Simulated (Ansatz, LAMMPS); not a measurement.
# Glassy 85GeO2-15Li2O (mol %) (78 atoms): support functions against a reference, part 3 of 3

Wanted: errors and times of a linear-scaling basis for glassy 85GeO2-15Li2O (mol %) (78 atoms). A setting counts as converged where the r.m.s. difference of forces stays under 1 % of the r.m.s. force.

Ansatz 0.2.0; Kohn-Sham DFT, PBE, PAW (set soft_2), plane waves.

The cell: 22 Ge, 8 Li and 48 O. The quench rate of 30 K/ps far exceeds what a furnace or splat quench reaches. The network of bonds at the start is that of the classical potential that made the cell. The Brillouin zone is sampled at Γ only, in a cell whose shortest periodic width is 10 Å.

So far. Step 7 (Support functions medium, spacing 0.275 Å): Forces differ from the reference by 1.9 meV/Å r.m.s., 0.17 % of their size, well within a tolerance of 1 %; the energy by -6.9 meV/atom. It took roughly 5.0 times the reference's time (one timing each, with unlike analyses asked), in 14 cycles against 9. The setting is coarser than the default on purpose. Step 8 (Other settings): Forces differ from the reference by 0.014 meV/Å r.m.s., 0.0013 % of their size, well within a tolerance of 1 %.

**10. The reference in detail (continued)**

Electrostatic potential energy in the bc plane at fractional x = 0.613, with atoms of Ge and Li and O within 0.2 Å of it. With pseudopotentials it is smooth inside the atoms' cores, unlike the true potential.

Values in eV, 13 rows by 16 columns, each cell a mean:
```
-17  -8   5   9  10  10  -3 -35 -15   3   6   9   9   9   3  -9
-34 -22   4  10  10   9   5  -7   3   8   8   8   9  10   6 -17
-11 -12  -2   9   9   8   5   2   5   8   6   0   2   8   8   0
  4 -29 -29  -1   1 -13 -22   4   7   7   2 -20 -15   4   2   3
  6   2 -11 -29 -27 -13 -10   5  -4   0   4   0   2   4  -9  -7
  8   7  -5 -27 -25  -2   7   1 -24 -12   6   5 -24 -16   5   6
 10   9   7   4   4   7   9   7   3   5   8   7 -18 -12   6   9
 10   9   7   8   9  10  10  10  10  10  10   9   7   5   6   9
 10   2 -15   2   9  10  10  11  11  11  10  10   9   8   9  10
 10  -7 -32  -5  10  10  10  10  10  11  11  10   8   7   8   9
  9   8   4   7   9  10  10   9   9   9  -2  -3  -1  -6   2   8
  8   3 -10   0   7   9   9   7   4   1 -29 -27  -8 -16  -9  -2
  4   4   1   5   8  10   9  -2  -4  -5   2   5   5   2 -27 -31
```
Columns run along b (10.4 Å; values clipped at the 3rd and 97th percentile), rows up along c (10.4 Å). Atoms in or near the plane, at fractional coordinates: Ge at (0.24, 0.61), Li at (0.73, 0.72), Li at (0.54, 0.58), O at (0.46, 0.95), O at (0.67, 0.12), O at (0.11, 0.73), O at (0.79, 0.54), O at (0.93, 0.03), O at (0.15, 0.28).

Mean Löwdin charges: Ge +1.61, Li +0.80, O -0.80 e (they miss 0.55 % of the electrons, so they add up to more than the cell's charge). The largest share in the top eV of filled states is O p (97 % of the projected weight), and in the lowest eV of empty states Ge s (45 % of the projected weight).

**11. Distances and neighbours**

Bonds and neighbours are counted at the geometry of the runs.

Density 3.58 g/cm³, 14.40 Å³ an atom.

g(r), total and by pair (bins of 0.2 Å):

```csv
r (Å),total,O-O,O-Ge,O-Li,Ge-Ge,Ge-Li,Li-Li
1.60,0.79,0.00,2.26,0.00,0.00,0.00,0.00
1.80,3.51,0.00,9.77,0.99,0.00,0.00,0.00
2.00,0.74,0.00,0.56,4.37,0.00,0.00,0.00
2.20,0.28,0.00,0.00,1.75,0.00,0.00,5.77
2.40,0.12,0.13,0.00,0.61,0.00,0.00,0.00
2.60,0.84,1.74,0.07,0.16,0.00,0.77,8.45
2.80,1.64,3.74,0.00,1.03,0.00,1.59,0.00
3.00,0.86,1.58,0.23,0.39,0.20,0.83,6.21
3.20,0.73,0.80,0.16,0.46,2.12,2.47,0.00
3.40,1.04,0.88,0.36,0.70,4.49,2.19,1.23
3.60,0.81,0.51,1.04,0.81,0.44,1.57,2.21
3.80,0.87,0.72,1.06,1.21,0.39,0.71,0.00
4.00,1.06,0.68,1.54,1.68,0.35,0.32,0.84
4.20,1.27,0.75,2.04,1.64,0.41,0.57,0.82
4.40,1.21,0.78,1.86,1.09,1.05,0.80,0.71
4.60,1.13,0.89,1.36,1.11,1.48,0.85,1.35
4.80,1.01,0.98,0.92,1.41,1.20,0.78,0.00
5.00,0.87,1.05,0.71,0.74,1.03,0.70,0.56
```

Bonds by pair of elements; cutoffs follow the first minimum of g(r), held within bounds set by covalent radii, and pairs that aren't listed don't count as bonded:

```csv
pair A-B,cutoff (Å),bonds,mean length (Å),spread (Å),shortest (Å),B about A,A about B
O-Ge,2.27,91,1.75,0.066,1.66,1.90,4.14
O-Li,2.58,28,2.07,0.145,1.88,0.583,3.5
```

How many atoms have how many bonded neighbours:

```csv
element,mean,2,3,4,5,6
Ge,4.14,0,0,20,1,1
Li,3.5,1,2,5,0,0
O,2.48,31,13,2,2,0
```

Oxygen atoms by the number of network formers (Si, P, Ge, B, Al, As, Ga) bound to them:

```csv
network formers bound to O,O atoms,per cent
0,0,0
1,5,10.4
2,43,89.6
```

Network units: each former by its oxygen neighbours and how many of them bridge to another former:

```csv
former,O neighbours,bridging O,atoms
Ge,4,3,4
Ge,4,4,16
Ge,5,5,1
Ge,6,5,1
```

Rings of the network by King's shortest-path rule, up to 12 atoms, one path for each pair of neighbours; H, halogens, alkali and alkaline-earth atoms are left out:

```csv
ring size (atoms),rings,per network atom
6,1,0.014
8,4,0.057
10,3,0.043
12,11,0.157
```

Among the first-shell peaks of g(r) are those at about 2.8 Å (O-O), 1.7 Å (O-Ge), 2.0 Å (O-Li) and 3.4 Å (Ge-Ge). Counting bonds as in the table, 91 % of Ge atoms have 4, 62 % of Li atoms have 4 and 65 % of O atoms have 2 bonded neighbours. 90 % of the oxygens bridge two formers and 10 % are non-bridging. The commonest Ge unit has 4 oxygens, 4 of them shared with other formers (16 of 22 atoms). Rings of 12 atoms are the most common (58 % of those counted); sizes run from 6 to 12, where the search stops.

The surroundings of O68, which has 5 bonded neighbours where the commonest count for O is 2, nearest first, numbered as they follow in the input and with coordinates relative to it.

```csv
atom,x,y,z,distance (Å),bonds,Löwdin charge (e),Fx,Fy,Fz (eV/Å)
O68,0.00,0.00,0.00,0.00,5,-1.08,0.52,-0.60,-0.71
Li27,-0.98,-1.59,0.42,1.92,3,0.79,-0.39,0.59,0.70
Ge10,1.25,1.23,0.86,1.95,6,1.46,-1.53,-1.55,-1.38
Li30,-0.79,1.34,-1.28,2.02,4,0.79,0.20,0.00,0.24
Li28,1.44,0.15,-1.49,2.08,4,0.80,0.20,0.96,0.18
Li26,0.83,-1.81,-0.82,2.15,3,0.76,0.25,0.12,0.33
O50,1.07,2.13,-0.75,2.50,4,-0.83,0.29,-0.39,-1.14
O54,2.65,0.01,0.14,2.66,3,-0.81,-0.81,1.28,-1.50
O71,1.14,0.24,2.43,2.70,3,-0.75,0.80,0.44,1.43
O38,-0.11,2.31,1.64,2.84,3,-0.81,0.98,-0.05,1.03
```

**12. Outcome**

| Property | Result |
| --- | --- |
| free energy per atom | -1581.5646 eV/atom |
| pressure | 5.254 GPa |
| r.m.s. force component | 1.105 eV/Å |
| gap (highest filled to lowest empty level) | 1.46 eV |
| wall time of the 6 DFT runs | 6.3 min |

**Reading.** Against plane waves at 420 eV, the forces differ by 4.3 meV/Å (0.39 %) with support functions medium. At 78 atoms the fastest of the runs at a preset level, support functions low, takes roughly 6.0 times the time of plane waves (whose run also made extra analyses), in 13 SCF cycles against 9. Differences between support functions and plane waves include what basis error the plane-wave run still has.

The highest filled and lowest empty levels differ by 1.46 eV (at Γ alone); a semilocal functional tends to put such gaps too low. In a disordered cell it changes from sample to sample, and tail or defect levels can set it. Counting bonds as in the table, 91 % of Ge atoms have 4, 62 % of Li atoms have 4 and 65 % of O atoms have 2 bonded neighbours. 90 % of the oxygens bridge two formers and 10 % are non-bridging.

Caveats: The force components of 1.1 eV/Å r.m.s. reflect the temperature of the frame as well as the gap between the generating potential and DFT. The pressure of 5.3 GPa is that of one thermal frame, in which the classical model's bond lengths enter as well as the volume, without the kinetic term. The pressure of a single frame lacks the kinetic term.

[Long decimals in the printed logs are rounded to 6 places.]

[Logs are printed without paths, hosts, clocks, repeated set-up lines and the standing remarks that a program may print on its own settings, such as how far it seeks lower states.]

[Hosts, paths, dates, database ids (printed as entryN), source tags and the programs' standing remarks are cut or masked in the printed files.]
